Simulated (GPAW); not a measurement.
# Cu K ELNES/XANES of CuAgO2 (Pmmm) from DFT, part 3 of 3

How does the Cu K edge of CuAgO2 (Pmmm) move when the bonds are compressed or stretched?

GPAW 26.7.0; X-ray absorption from dipole matrix elements to empty bands, plane-wave PAW LDA.

So far. Step 4 (Spectrum with XCH, Cu atom 3): The total-energy difference is 8960.85 eV. The tabulated edge of the element is 8979 eV. The functional leaves an error in such absolute values: in the free atom LDA prices this hole 18.3 eV below PBE (computed apart), and PBE is itself good to a few eV. Step 6 (Spectrum with XCH, Cu atom 3): Against the first run the r.m.s. difference is 4 %. The highest intensity below 24 eV goes from 16.8 eV (2.11) to 17.2 eV (2.12).

## Step 7: Supercell without a hole, the energy reference

Level of this step: plane-wave PAW DFT, LDA, self-consistent field (GPAW).

The cell changes for the next run, so it gets a reference energy of its own.

The cell differs from the one that the last finished run ended in (a 5.576 → 5.743 Å, b 6.296 → 6.485 Å, c 6.296 → 6.485 Å).

The input, scf.py:

```python
import numpy as np
from ase import Atoms
from ase.parallel import parprint, paropen
from gpaw import GPAW, PW, FermiDirac, Mixer, MixerDif, setup_paths
from gpaw.test import gen
setup_paths.insert(0, '.')
gen('Cu', name='nch1s', xcname='LDA', corehole=(1, 0, 0), write_xml=True)
from gpaw.mpi import world
world.barrier()

atoms = Atoms('Ag4Cu4O8',
    cell=[[5.74336241, 0, 0],
     [0, 3.41967187, 5.5101684],
     [0, -3.41967187, 5.5101684]],
    scaled_positions=[[0, 0, 0],
     [0.5, 0.5, 0.5],
     [0.5, 0, 0],
     [0, 0.5, 0.5],
     [0.25, 0.5, 0],
     [0.75, 0, 0.5],
     [0.75, 0.5, 0],
     [0.25, 0, 0.5],
     [0.5, 0.11457511, 0.61457511],
     [0, 0.61457511, 0.11457511],
     [0.5, 0.61457511, 0.11457511],
     [0, 0.11457511, 0.61457511],
     [0.5, 0.88542489, 0.38542489],
     [0, 0.38542489, 0.88542489],
     [0.5, 0.38542489, 0.88542489],
     [0, 0.88542489, 0.38542489]],
    magmoms=[0.0, 0.0, 0.0, 0.0, 1.0, 1.0, -1.0, -1.0, 0.0, 0.0, 0.0, 0.0, 0.0, 0.0, 0.0, 0.0],
    pbc=True)
atoms.calc = calc = GPAW(legacy_gpaw=True, mode=PW(500), xc='LDA', setups={4: 'nch1s'},
    kpts={'size': (3, 3, 3), 'gamma': True}, occupations=FermiDirac(0.1),
    charge=0, mixer=MixerDif(0.05, 8, 50), maxiter=150,
    convergence={'density': 0.0001}, txt='scf.txt')
energy = atoms.get_potential_energy() + calc.get_reference_energy()
ef = calc.get_fermi_level()
out = dict(energy=energy, fermi=ef, forces=atoms.get_forces().tolist(), magmoms=atoms.get_magnetic_moments().tolist())
parprint(f'all-electron energy {energy:.4f} eV, Fermi level {ef:.4f} eV')
ev = np.array([[calc.get_eigenvalues(k, s) for k in range(len(calc.get_ibz_k_points()))] for s in range(calc.get_number_of_spins())])
out['homo'], out['lumo'], out['counts'] = ev[ev < ef].max(), ev[ev > ef].min(), sorted(set((ev < ef).sum((0, 2)).tolist()))
out['filled'] = (ev[:, 0] < ef).sum(1).tolist()
import json
with paropen('out.json', 'w') as f:
    json.dump(out, f)
```

On the command line:

```
$ OMP_NUM_THREADS=1 mpirun -n 2 gpaw python scf.py
```

Numbers of over 12 decimals in the logs are rounded to 6 here.

What it wrote:

```text
Input parameters:
  convergence: {density: 0.0001}
  kpts: {gamma: True,
         size: (3, 3, 3)}
  maxiter: 150
  mixer: {backend: pulay,
          beta: 0.05,
          method: difference,
          nmaxold: 8,
          weight: 50}
  mode: {ecut: 500.0,
         name: pw}
  occupations: {fixmagmom: False,
                name: fermi-dirac,
                width: 0.1}
  setups: {4: nch1s}

Initialize ...

[...]
*s    :     0.821514
4p(0) :    -0.028757     1.001617
*p    :     0.971243
3d(10):    -0.195673     0.277238
*d    :     0.804327
--------------------------------

Diagonalizing with gridspacing h=0.050

state   all-electron     PAW
-------------------------------
4s:      -0.178486    -0.178572
4p:      -0.028757    -0.028678
3d:      -0.195673    -0.196155
*f:                    0.071609
-------------------------------
all-electron energy -773968.9662 eV, Fermi level 4.1274 eV
[key lines of the parts left out:]
Converged after 22 iterations.
Dipole moment: (0.000000, -0.000000, -0.000000) |e|*Ang
Free energy:    -83.321309
Fermi level: 4.12740
```

It took 4.6 min on 2 MPI ranks of Arm Neoverse V1, shared host; peak memory 0.57 GiB; 9.2 min of CPU time.

Reference energy: -773968.966 eV with the cores included.

## Step 8: Spectrum with XCH, Cu atom 3

Shorter bonds are expected to push antibonding states and scattering resonances up, and longer ones down; the cell is scaled to test that.

Changed against the first core-hole run: volume scale from 1 to 1.06.

The input, xas.py:

```python
import numpy as np
from ase import Atoms
from ase.parallel import parprint, paropen
from gpaw import GPAW, PW, FermiDirac, Mixer, MixerDif, setup_paths
from gpaw.test import gen
setup_paths.insert(0, '.')
gen('Cu', name='fch1s', xcname='LDA', corehole=(1, 0, 1), write_xml=True)
from gpaw.mpi import world
world.barrier()

atoms = Atoms('Ag4Cu4O8',
    cell=[[5.74336241, 0, 0],
     [0, 3.41967187, 5.5101684],
     [0, -3.41967187, 5.5101684]],
    scaled_positions=[[0, 0, 0],
     [0.5, 0.5, 0.5],
     [0.5, 0, 0],
     [0, 0.5, 0.5],
     [0.25, 0.5, 0],
     [0.75, 0, 0.5],
     [0.75, 0.5, 0],
     [0.25, 0, 0.5],
     [0.5, 0.11457511, 0.61457511],
     [0, 0.61457511, 0.11457511],
     [0.5, 0.61457511, 0.11457511],
     [0, 0.11457511, 0.61457511],
     [0.5, 0.88542489, 0.38542489],
     [0, 0.38542489, 0.88542489],
     [0.5, 0.38542489, 0.88542489],
     [0, 0.88542489, 0.38542489]],
    magmoms=[0.0, 0.0, 0.0, 0.0, 1.0, 1.0, -1.0, -1.0, 0.0, 0.0, 0.0, 0.0, 0.0, 0.0, 0.0, 0.0],
    pbc=True)
atoms.calc = calc = GPAW(legacy_gpaw=True, mode=PW(500), xc='LDA', setups={4: 'fch1s'},
    kpts={'size': (3, 3, 3), 'gamma': True}, occupations=FermiDirac(0.1),
    charge=-1, mixer=MixerDif(0.05, 8, 50), maxiter=150,
    convergence={'density': 0.0001}, txt='scf.txt')
energy = atoms.get_potential_energy() + calc.get_reference_energy()
ef = calc.get_fermi_level()
out = dict(energy=energy, fermi=ef, forces=atoms.get_forces().tolist(), magmoms=atoms.get_magnetic_moments().tolist())
parprint(f'all-electron energy {energy:.4f} eV, Fermi level {ef:.4f} eV')
ev = np.array([[calc.get_eigenvalues(k, s) for k in range(len(calc.get_ibz_k_points()))] for s in range(calc.get_number_of_spins())])
out['homo'], out['lumo'], out['counts'] = ev[ev < ef].max(), ev[ev > ef].min(), sorted(set((ev < ef).sum((0, 2)).tolist()))
out['filled'] = (ev[:, 0] < ef).sum(1).tolist()

from ase.units import Ha
from gpaw.xas import dipole_matrix_elements
nb = int(calc.get_number_of_electrons() / 2) + 131
top, nb = nb, nb + 8 + nb // 12
nscf = calc.fixed_density(kpts={'size': (3, 3, 3), 'gamma': True}, nbands=nb,
    convergence={'bands': top, 'eigenstates': 1e-5}, maxiter=60, txt='nscf.txt')
cell = atoms.cell.array
ops = [cell.T @ U.T @ np.linalg.inv(cell.T) for U in nscf.wfs.kd.symmetry.op_scc]
E = np.arange(-6, 34, 0.1)
fwhm = np.interp(E, [4, 25], [1.55, 3.5])
Y, X, zero, highest = 0, 0, 1e9, 1e9
for spin in range(nscf.get_number_of_spins()):
    wfs = nscf.wfs
    A = dipole_matrix_elements(wfs.setups[4])
    eps = np.zeros((wfs.kd.nibzkpts, nb))
    d = np.zeros((3, A.shape[1], wfs.kd.nibzkpts, nb), complex)
    for kpt in wfs.kpt_u:
        if kpt.s == spin and 4 in kpt.P_ani:
            eps[kpt.k] = kpt.eps_n * Ha
            d[:, :, kpt.k] = (kpt.weight * wfs.nspins / 2) ** 0.5 * np.inner(A, kpt.P_ani[4])
    world.sum(eps)
    world.sum(d)
    T = np.einsum('amkn,bmkn->abkn', d, d.conj()).real
    T = sum(np.einsum('ai,ijkn,bj->abkn', R, T, R) for R in ops) / len(ops)
    empty = eps > ef
    zero, highest = min(zero, eps[empty].min()), min(highest, eps[:, top - 1].min())
    lines = [(eps, T, empty)] if spin == 0 else lines + [(eps, T, empty)]
for eps, T, empty in lines:
    f = np.einsum('aakn->akn', T).reshape(3, -1)
    x = eps.ravel() - zero
    w = np.interp(x, E, fwhm) / 2.35482
    g = np.exp(-0.5 * ((E[:, None] - x) / w) ** 2) / (w * (2 * np.pi) ** 0.5)
    Y = Y + (f * empty.ravel()) @ g.T
    X = X + (f * ~empty.ravel()) @ g.T
out.update(E=E.round(2).tolist(), xas=Y.tolist(), xes=X.tolist(), zero=zero, valid=highest - zero, nk=len(eps), nb=nb)
for i in range(0, len(E), 10):
    parprint(f'{E[i]:7.2f}', *(f'{v:10.3e}' for v in Y[:, i]))
import json
with paropen('out.json', 'w') as f:
    json.dump(out, f)
```

On the command line:

```
$ OMP_NUM_THREADS=1 mpirun -n 2 gpaw python xas.py
```

What it wrote:

```text
Input parameters:
  charge: -1
  convergence: {density: 0.0001}
  kpts: {gamma: True,
         size: (3, 3, 3)}
  maxiter: 150
  mixer: {backend: pulay,
          beta: 0.05,
          method: difference,
          nmaxold: 8,
          weight: 50}
  mode: {ecut: 500.0,
         name: pw}
  occupations: {fixmagmom: False,
                name: fermi-dirac,
                width: 0.1}
  setups: {4: fch1s}

[...]
4s:      -0.517664    -0.517809
4p:      -0.294182    -0.294289
3d:      -0.747943    -0.748405
*f:                   -0.018700
-------------------------------
all-electron energy -765008.2967 eV, Fermi level 4.1638 eV
  -6.00  5.753e-28  1.959e-28  1.401e-27
  -5.00  2.433e-22  9.993e-23  5.181e-22
  -4.00  1.087e-17  5.098e-18  2.000e-17
  -3.00  5.171e-14  2.606e-14  8.171e-14
[...]
32.00  3.871e-07  3.517e-07  3.136e-07
  33.00  3.664e-07  3.048e-07  3.044e-07
[key lines of the parts left out:]
Converged after 20 iterations.
Dipole moment: (-0.106483, 0.000000, -0.000000) |e|*Ang
Free energy:   -121.548827
Fermi level: 4.16378
```

Wall time 10 min (2 MPI ranks); peak memory 0.96 GiB.

| E (eV) | first run | this run |
| --- | --- | --- |
| -2.0 | 0.00 | 0.00 |
| -1.0 | 0.00 | 0.00 |
| 0.0 | 0.02 | 0.02 |
| 1.0 | 0.02 | 0.02 |
| 2.0 | 0.05 | 0.04 |
| 3.0 | 0.26 | 0.23 |
| 4.0 | 0.70 | 0.66 |
| 5.0 | 0.71 | 0.71 |
| 6.0 | 0.37 | 0.36 |
| 7.0 | 0.21 | 0.24 |
| 8.0 | 0.32 | 0.39 |
| 9.0 | 0.62 | 0.75 |
| 10.0 | 1.13 | 1.26 |
| 11.0 | 1.53 | 1.50 |
| 12.0 | 1.42 | 1.38 |
| 13.0 | 1.34 | 1.43 |
| 14.0 | 1.48 | 1.61 |
| 15.0 | 1.67 | 1.86 |
| 16.0 | 1.98 | 2.07 |
| 17.0 | 2.10 | 1.95 |
| 18.0 | 1.85 | 1.59 |
| 19.0 | 1.50 | 1.28 |
| 20.0 | 1.24 | 1.13 |
| 21.0 | 1.15 | 1.15 |
| 22.0 | 1.24 | 1.29 |
| 23.0 | 1.38 | 1.36 |
| 24.0 | 1.39 | 1.29 |
| 25.0 | 1.29 | 1.16 |
| 26.0 | 1.17 | 1.08 |
| 27.0 | 1.10 | 1.08 |
| 28.0 | 1.11 | 1.11 |
| 29.0 | 1.15 | 1.11 |
| 30.0 | 1.15 | 1.10 |
| 31.0 | 1.15 | 1.11 |
| 32.0 | 1.15 | 1.09 |

Against the first run the r.m.s. difference is 8 %. The highest intensity below 24 eV goes from 16.8 eV (2.11) to 16.2 eV (2.08).

The photon energy of the zero moves by -0.18 eV.

## Step 9: Supercell without a hole, the energy reference

The cell changes for the next run, so it gets a reference energy of its own.

The cell differs from the one that the last finished run ended in (a 5.743 → 5.797 Å, b 6.485 → 6.546 Å, c 6.485 → 6.546 Å).

Edit scf.py of step 7 so:

```diff
@@ -11,5 +11,5 @@
 atoms = Atoms('Ag4Cu4O8',
-    cell=[[5.74336241, 0, 0],
-     [0, 3.41967187, 5.5101684],
-     [0, -3.41967187, 5.5101684]],
+    cell=[[5.7970418, 0, 0],
+     [0, 3.45163327, 5.56166828],
+     [0, -3.45163327, 5.56166828]],
     scaled_positions=[[0, 0, 0],
```

On the command line:

```
$ OMP_NUM_THREADS=1 mpirun -n 2 gpaw python scf.py
```

What it wrote:

```text
Input parameters:
  convergence: {density: 0.0001}
  kpts: {gamma: True,
         size: (3, 3, 3)}
  maxiter: 150
  mixer: {backend: pulay,
          beta: 0.05,
          method: difference,
          nmaxold: 8,
          weight: 50}
  mode: {ecut: 500.0,
         name: pw}
  occupations: {fixmagmom: False,
                name: fermi-dirac,
                width: 0.1}
  setups: {4: nch1s}

Initialize ...

[...]
*s    :     0.821514
4p(0) :    -0.028757     1.001617
*p    :     0.971243
3d(10):    -0.195673     0.277238
*d    :     0.804327
--------------------------------

Diagonalizing with gridspacing h=0.050

state   all-electron     PAW
-------------------------------
4s:      -0.178486    -0.178572
4p:      -0.028757    -0.028678
3d:      -0.195673    -0.196155
*f:                    0.071609
-------------------------------
all-electron energy -773968.4361 eV, Fermi level 3.7727 eV
[key lines of the parts left out:]
Converged after 24 iterations.
Dipole moment: (-0.000000, 0.000000, -0.000000) |e|*Ang
Free energy:    -82.794687
Fermi level: 3.77273
```

Run time: 4.9 min. Hardware: 2 MPI ranks; peak memory 0.6 GiB.

Reference energy: -773968.436 eV with the cores included.

## Step 10: Spectrum with XCH, Cu atom 3

Shorter bonds are expected to push antibonding states and scattering resonances up, and longer ones down; the cell is scaled to test that.

Changed against the first core-hole run: volume scale from 1 to 1.09.

Edit xas.py of step 8 so:

```diff
@@ -11,5 +11,5 @@
 atoms = Atoms('Ag4Cu4O8',
-    cell=[[5.74336241, 0, 0],
-     [0, 3.41967187, 5.5101684],
-     [0, -3.41967187, 5.5101684]],
+    cell=[[5.7970418, 0, 0],
+     [0, 3.45163327, 5.56166828],
+     [0, -3.45163327, 5.56166828]],
     scaled_positions=[[0, 0, 0],
@@ -46,3 +46,3 @@
 from gpaw.xas import dipole_matrix_elements
-nb = int(calc.get_number_of_electrons() / 2) + 131
+nb = int(calc.get_number_of_electrons() / 2) + 135
 top, nb = nb, nb + 8 + nb // 12
```

On the command line:

```
$ OMP_NUM_THREADS=1 mpirun -n 2 gpaw python xas.py
```

What it wrote:

```text
Input parameters:
  charge: -1
  convergence: {density: 0.0001}
  kpts: {gamma: True,
         size: (3, 3, 3)}
  maxiter: 150
  mixer: {backend: pulay,
          beta: 0.05,
          method: difference,
          nmaxold: 8,
          weight: 50}
  mode: {ecut: 500.0,
         name: pw}
  occupations: {fixmagmom: False,
                name: fermi-dirac,
                width: 0.1}
  setups: {4: fch1s}

[...]
4s:      -0.517664    -0.517809
4p:      -0.294182    -0.294289
3d:      -0.747943    -0.748405
*f:                   -0.018700
-------------------------------
all-electron energy -765007.8462 eV, Fermi level 3.8092 eV
  -6.00  5.456e-28  1.940e-28  1.390e-27
  -5.00  2.338e-22  9.813e-23  5.147e-22
  -4.00  1.056e-17  4.963e-18  1.989e-17
  -3.00  5.068e-14  2.515e-14  8.127e-14
[...]
32.00  3.768e-07  3.289e-07  3.098e-07
  33.00  3.425e-07  2.834e-07  3.016e-07
[key lines of the parts left out:]
Converged after 21 iterations.
Dipole moment: (-0.110370, 0.000000, -0.000000) |e|*Ang
Free energy:   -121.100987
Fermi level: 3.80920
```

It took 11 min on 2 MPI ranks; peak memory 0.96 GiB.

| E (eV) | first run | this run |
| --- | --- | --- |
| -2.0 | 0.00 | 0.00 |
| -1.0 | 0.00 | 0.00 |
| 0.0 | 0.02 | 0.02 |
| 1.0 | 0.02 | 0.02 |
| 2.0 | 0.05 | 0.04 |
| 3.0 | 0.26 | 0.22 |
| 4.0 | 0.70 | 0.63 |
| 5.0 | 0.71 | 0.70 |
| 6.0 | 0.37 | 0.36 |
| 7.0 | 0.21 | 0.25 |
| 8.0 | 0.32 | 0.43 |
| 9.0 | 0.62 | 0.81 |
| 10.0 | 1.13 | 1.30 |
| 11.0 | 1.53 | 1.48 |
| 12.0 | 1.42 | 1.39 |
| 13.0 | 1.34 | 1.48 |
| 14.0 | 1.48 | 1.69 |
| 15.0 | 1.67 | 1.94 |
| 16.0 | 1.98 | 2.07 |
| 17.0 | 2.10 | 1.85 |
| 18.0 | 1.85 | 1.47 |
| 19.0 | 1.50 | 1.21 |
| 20.0 | 1.24 | 1.10 |
| 21.0 | 1.15 | 1.17 |
| 22.0 | 1.24 | 1.31 |
| 23.0 | 1.38 | 1.34 |
| 24.0 | 1.39 | 1.23 |
| 25.0 | 1.29 | 1.11 |
| 26.0 | 1.17 | 1.06 |
| 27.0 | 1.10 | 1.08 |
| 28.0 | 1.11 | 1.10 |
| 29.0 | 1.15 | 1.09 |
| 30.0 | 1.15 | 1.09 |
| 31.0 | 1.15 | 1.09 |
| 32.0 | 1.15 | 1.05 |

The scaled spectrum changes by 12 % r.m.s. The highest intensity below 24 eV goes from 16.8 eV (2.11) to 16.0 eV (2.07).

The photon energy of the zero moves by -0.26 eV.

## Step 11: The volumes side by side

| volume | nearest distance (Å) | shift of the zero (eV) | maximum 1 (eV above own zero) | maximum 2 (eV above own zero) | maximum 3 (eV above own zero) |
| --- | --- | --- | --- | --- | --- |
| 0.97 | 1.856 | +0.10 | 11.4 | 17.2 | 24.0 |
| 1 | 1.875 | +0.00 | 11.2 | 16.8 | 23.6 |
| 1.06 | 1.912 | -0.18 | 11.0 | 16.2 | 23.0 |
| 1.09 | 1.930 | -0.26 | 11.0 | 16.0 | 22.6 |

The curves, each shifted by its zero's change so that they share one photon-energy axis, counted from the zero at V × 1:

| E (eV) | V × 0.97 | V × 1 | V × 1.06 | V × 1.09 |
| --- | --- | --- | --- | --- |
| -2.0 | 0.00 | 0.00 | 0.00 | 0.00 |
| -1.0 | 0.00 | 0.00 | 0.01 | 0.01 |
| 0.0 | 0.02 | 0.02 | 0.02 | 0.02 |
| 1.0 | 0.02 | 0.02 | 0.02 | 0.02 |
| 2.0 | 0.05 | 0.05 | 0.06 | 0.06 |
| 3.0 | 0.25 | 0.26 | 0.30 | 0.31 |
| 4.0 | 0.70 | 0.70 | 0.71 | 0.72 |
| 5.0 | 0.74 | 0.71 | 0.65 | 0.62 |
| 6.0 | 0.40 | 0.37 | 0.31 | 0.30 |
| 7.0 | 0.21 | 0.21 | 0.25 | 0.28 |
| 8.0 | 0.28 | 0.32 | 0.44 | 0.51 |
| 9.0 | 0.53 | 0.62 | 0.84 | 0.94 |
| 10.0 | 1.01 | 1.13 | 1.34 | 1.39 |
| 11.0 | 1.50 | 1.53 | 1.49 | 1.46 |
| 12.0 | 1.48 | 1.42 | 1.37 | 1.39 |
| 13.0 | 1.32 | 1.34 | 1.46 | 1.53 |
| 14.0 | 1.41 | 1.48 | 1.65 | 1.75 |
| 15.0 | 1.57 | 1.67 | 1.91 | 2.00 |
| 16.0 | 1.85 | 1.98 | 2.08 | 2.05 |
| 17.0 | 2.11 | 2.10 | 1.90 | 1.75 |
| 18.0 | 2.00 | 1.85 | 1.52 | 1.39 |
| 19.0 | 1.66 | 1.50 | 1.24 | 1.16 |
| 20.0 | 1.35 | 1.24 | 1.12 | 1.10 |
| 21.0 | 1.18 | 1.15 | 1.17 | 1.21 |
| 22.0 | 1.20 | 1.24 | 1.31 | 1.33 |
| 23.0 | 1.35 | 1.38 | 1.36 | 1.32 |
| 24.0 | 1.43 | 1.39 | 1.27 | 1.20 |
| 25.0 | 1.37 | 1.29 | 1.14 | 1.09 |
| 26.0 | 1.24 | 1.17 | 1.08 | 1.06 |
| 27.0 | 1.14 | 1.10 | 1.09 | 1.09 |
| 28.0 | 1.11 | 1.11 | 1.11 | 1.10 |
| 29.0 | 1.15 | 1.15 | 1.11 | 1.09 |
| 30.0 | 1.18 | 1.15 | 1.10 | 1.09 |
| 31.0 | 1.18 | 1.15 | 1.11 | 1.09 |
| 32.0 | 1.17 | 1.15 | 1.08 | 1.02 |

## Step 12: Summary of results

```yaml
absorber_and_edge: Cu K, atom 3 of the ground-state input (counted from 1)
surroundings: 4 O at 1.88 Å (square planar, site symmetry mmm)
highest_intensity_below_24_ev: 16.8 eV above the zero, height 2.11
photon_energy_of_the_zero_spin_polarised_hole_raw: 8960.8 eV (LDA puts this hole about 18 eV below PBE, itself good to a few eV)
```

In words: From V × 0.97 to V × 1.09 the nearest distance grows by 0.074 Å and the zero moves by -0.36 eV. Above their own zero, the maxima move from 11.4 to 11.0 eV, from 17.2 to 16.0 eV and from 24.0 to 22.6 eV. The Cu K edge of atom 3, with 4 O at 1.88 Å (square planar, site symmetry mmm), has its highest intensity of the first 24 eV at 16.8 eV above the zero, near 8978 eV in photon energy (LDA puts this hole about 18 eV below PBE, itself good to a few eV), 2.1 times the mean level of the first 20 eV (Gaussian full width 1.55 eV up to 4 eV, rising linearly to 3.5 eV at 25 eV). At the Cu K edge of atom 3 polarisation matters most near 16.8 eV, where the curves differ by 4.0 on this scale. The strongest dipole feature below the main edge lies at 4.6 eV (height 0.79); the site has an inversion centre, so it comes from p states mixed with the neighbours' empty states, not from local p–d mixing. The hole lies in one spin channel, while the script sums the empty states of both and takes the lower zero; where the two channels are split, this blurs and shifts the curve. The script folds with a Gaussian, whereas the core hole's own line is a Lorentzian, so the onset is too steep and the first peak too high. The unit cell's mesh shows no gap over 0.35 eV. That is right for a metallic compound; for a small-gap or correlated insulator it would be the fault of the functional or of the assumed magnetic order, and the hole would be screened too well. The starting moments shrank to 0.00 μB or less, so this is hardly a magnetic state. The holes are only 5.6 Å apart, so the shape is probably not converged with cell size; no larger cell was run here. The mesh is coarse (0.37 Å⁻¹ between points), so small maxima may be mesh ripples. Lifetime broadening is put in by hand, and intensities beyond about 20 eV depend on it and on the partial waves. The structure is a computed Materials Project entry and may be a hypothetical form.

[Banner, clock and machine lines of the logs are left out without a mark of their own.]

[Logs are printed without paths, hosts, clocks, repeated set-up lines and the standing remarks that a program may print on its own settings, such as how far it seeks lower states.]

[Hosts, paths, dates, database ids (printed as entryN), source tags and the programs' standing remarks are cut or masked in the printed files.]

[Lists of maxima count a maximum above −3 eV only where it reaches 4 % of the highest in the window and stands out from its surroundings by 2 % of it (1.5 % where it reaches 55 %); shoulders and weaker maxima are passed over, and of the rest the first, up to two pre-edge ones and the few strongest are named.]
